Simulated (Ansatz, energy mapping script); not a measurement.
# MnH2O2 monolayer: energy mapping under LDA+U (4.4 eV) (strain in the xy plane -2 %), part 2 of 2

Wanted: the magnetic order of MnH2O2 monolayer, its couplings and an estimate of its ordering temperature, by LDA+U (4.4 eV).

LDA with U = 4.4 eV on Mn d, ortho-atomic projectors; plane waves, U on orthogonalised atomic orbitals unless named otherwise, collinear spin, no spin–orbit coupling.

So far. Step 9 (Run 7 (parallel; cell D, 20 atoms)): The run ends ferromagnetic. For each magnetic atom its energy differs from the parallel run of the first cell by -0.10 meV, an error that one common reference would have brought in. Step 10 (Compensated ++−− start in cell D (20 atoms)): The run ends antiferromagnetic, 5.54 meV a magnetic atom below the parallel order of its cell.

**11. Run 9 (uncompensated +++−; cell D, 20 atoms)**

This order reverses 2 of the 6 neighbours at 3.19 Å, 3 of the 6 neighbours at 5.52 Å and 2 of the 6 neighbours at 6.37 Å, counted for an average magnetic atom.

input.yaml

```yaml
crystal:
  lattice:
    - [3.1850002479, 0.0, 0.0]
    - [-6.3700004939, 11.0331645015, 0.0]
    - [0.0, 0.0, 18.99616]
  atoms:
    - { symbol: Mn, position: [0.0, 0.0, 0.5], spin: 4.5 }
    - { symbol: Mn, position: [0.0, 0.25, 0.5], spin: 4.5 }
    - { symbol: Mn, position: [0.0, 0.5, 0.5], spin: 4.5 }
    - { symbol: Mn, position: [0.0, 0.75, 0.5], spin: -4.5 }
    - { symbol: O, position: [0.666666667, 0.083333333, 0.553299] }
    - { symbol: O, position: [0.666666667, 0.333333333, 0.553299] }
    - { symbol: O, position: [0.666666667, 0.583333333, 0.553299] }
    - { symbol: O, position: [0.666666667, 0.833333333, 0.553299] }
    - { symbol: O, position: [0.333333333, 0.166666667, 0.446701] }
    - { symbol: O, position: [0.333333333, 0.416666667, 0.446701] }
    - { symbol: O, position: [0.333333333, 0.666666667, 0.446701] }
    - { symbol: O, position: [0.333333333, 0.916666667, 0.446701] }
    - { symbol: H, position: [0.333333333, 0.166666667, 0.394817] }
    - { symbol: H, position: [0.333333333, 0.416666667, 0.394817] }
    - { symbol: H, position: [0.333333333, 0.666666667, 0.394817] }
    - { symbol: H, position: [0.333333333, 0.916666667, 0.394817] }
    - { symbol: H, position: [0.666666667, 0.083333333, 0.605183] }
    - { symbol: H, position: [0.666666667, 0.333333333, 0.605183] }
    - { symbol: H, position: [0.666666667, 0.583333333, 0.605183] }
    - { symbol: H, position: [0.666666667, 0.833333333, 0.605183] }
magnetization:
  spin_polarized: true
kpoints:
  mp_grid: { grid: [10, 5, 1] }
hamiltonian:
  xc: lda
  hubbard:
    sites:
      - { species: Mn, l: d, u_eff: 4.4 }
      - { site: 0, l: d, u_eff: 4.4, starting_ns: [{ spin: up, occupation_matrix: mn1_major }, { spin: down, occupation_matrix: mn1_minor }] }
      - { site: 1, l: d, u_eff: 4.4, starting_ns: [{ spin: up, occupation_matrix: mn1_major }, { spin: down, occupation_matrix: mn1_minor }] }
      - { site: 2, l: d, u_eff: 4.4, starting_ns: [{ spin: up, occupation_matrix: mn1_major }, { spin: down, occupation_matrix: mn1_minor }] }
      - { site: 3, l: d, u_eff: 4.4, starting_ns: [{ spin: up, occupation_matrix: mn1_minor }, { spin: down, occupation_matrix: mn1_major }] }
    projectors: ortho-atomic
    occupation_matrices:
      mn1_major:
        matrix:
          - [0.996, 0.0, 0.0, 0.0, 0.0]
          - [0.0, 0.995, 0.0, 0.0, 0.004]
          - [0.0, 0.0, 0.995, 0.004, 0.0]
          - [0.0, 0.0, 0.004, 0.991, 0.0]
          - [0.0, 0.004, 0.0, 0.0, 0.991]
      mn1_minor:
        matrix:
          - [0.017, 0.0, 0.0, 0.0, 0.0]
          - [0.0, 0.082, 0.0, 0.0, -0.041]
          - [0.0, 0.0, 0.082, -0.041, 0.0]
          - [0.0, 0.0, -0.041, 0.064, 0.0]
          - [0.0, -0.041, 0.0, 0.0, 0.064]
scf:
  occupations: { method: fermi_dirac, width: 0.03 }
output:
  eigenvalues: true
```

The run is started by

```console
ansatz run input.yaml --threads 4 --pin off --max-ram 8192MiB --backend cpu --events-out ev --progress --plain --runs-dir out
```

Elapsed: 1.8 min, on 4 threads of Arm Neoverse V1, shared host; peak memory 2.6 GiB.

The run ends ferrimagnetic, 4.39 meV a magnetic atom below the parallel order of its cell.

**12. The fit**

Each energy difference is a sum of couplings weighted by the pairs that the order reverses. A few near shells are fitted to the differences by least squares. Energies are those extrapolated to zero occupation width, not the free energies F.

Energies from the parallel order of the same cell:

```
                       order  atoms  energy (meV a magnetic atom)  moments (μB)  moments kept as typed  opposed neighbours at 3.19, 5.52, 6.37 Å
          parallel in cell A     10                          0.00          4.13                    yes                                   0, 0, 0
    compensated +− in cell A     10                         -6.47          4.13                    yes                                   4, 4, 0
          parallel in cell B     15                          0.00          4.13                    yes                                   0, 0, 0
 uncompensated ++− in cell B     15                         -5.84          4.12                    yes                             2.67, 4, 2.67
          parallel in cell C     15                          0.00          4.13                    yes                                   0, 0, 0
 uncompensated ++− in cell C     15                         -8.79  4.12 to 4.13                    yes                                   4, 0, 4
          parallel in cell D     20                          0.00          4.13                    yes                                   0, 0, 0
  compensated ++−− in cell D     20                         -5.54          4.13                    yes                                   2, 4, 4
uncompensated +++− in cell D     20                         -4.39  4.12 to 4.13                    yes                                   2, 3, 2
```

Couplings from the energies, with E = −Σ J e·e over ordered pairs:

```
 pair  distance (Å)  neighbours  J (meV)
Mn–Mn          3.19           6   -0.811
Mn–Mn          5.52           6  0.00168
Mn–Mn          6.37           6   -0.288
```

Adding the shell at 8.43 Å gives -0.81, 0.0023, -0.29 and -0.0014 meV and a mean-field temperature of 25.6 K.

Limits of this fit: couplings between layers, chains or clusters are absent from the fit or under 2 % of the largest, so temperatures below mark short-range order.

In mean field these couplings order at 25.6 K, and give a Curie–Weiss temperature of -50.9 K.

**13. Monte Carlo**

Mean field ignores fluctuations and overstates the ordering temperature, so the model is also sampled. The heat capacity peaks where order sets in.

Classical unit spins with these couplings on 22×14×1 copies of a cell that holds the lowest order (924 spins), heat-bath sweeps, cooled from random directions, 978 sweeps to settle and 2935 measured at each temperature, averaged over 4 runs.

```
T (K)  heat capacity (k_B a spin)
 3.07                        1.07
 5.25                        1.11
 8.52                        1.29
 10.7                        1.69
 11.8                        2.03
 12.9                        1.87
 16.2                        1.04
 18.3                        0.75
 20.5                        0.60
 22.7                        0.49
 26.0                        0.38
 28.1                        0.31
```

The smoothed heat capacity has a broad peak at 12 K. An isotropic layer has no long-range order above 0 K, so no order parameter is shown.

**14. Results**

- lowest order tried: uncompensated ++− in cell C
- largest fitted value, Mn–Mn at 3.19 Å: -0.811 meV
- ordering temperature, mean field: 25.6 K
- heat-capacity peak, Monte Carlo: 12 K

What this shows: Of the orders tried, MnH2O2 monolayer (strain in the xy plane -2 %) prefers the order “uncompensated ++− in cell C” under LDA+U (4.4 eV), with 4 of 6 neighbours at 3.19 Å, 0 of 6 neighbours at 5.52 Å and 4 of 6 neighbours at 6.37 Å opposed. The model's best pattern is not among the orders that were run. The largest fitted coupling is the Mn–Mn pair at 3.19 Å, antiferromagnetic at -0.81 meV, across a ligand at about 99°. With 5 differences for 3 couplings the fit misses by 0.0053 meV at most, a small part of the spread. In the fitted orders moments change by up to 0.35 % against the parallel run of the same cell, so their size stays put. The fitted couplings above 2 % of the largest link the moments within layers only, where isotropic couplings give no order above 0 K. The peak at 12 K marks where short-range order sets in on this finite lattice; real ordering needs anisotropy. The Curie–Weiss temperature is 4.2 times the peak temperature in size, a mark of frustration.

[Logs and program files are shortened in this print: banners, set-up blocks, solver, clock and traceback lines can be left out without a mark of their own.]

[Logs are printed without paths, hosts, clocks, repeated set-up lines and the standing remarks that a program may print on its own settings, such as how far it seeks lower states.]

[Hosts, paths, dates, database ids (printed as entryN), source tags and the programs' standing remarks are cut or masked in the printed files.]

[Where a cell is said to come from a database of computed structures, the database is the Materials Project.]
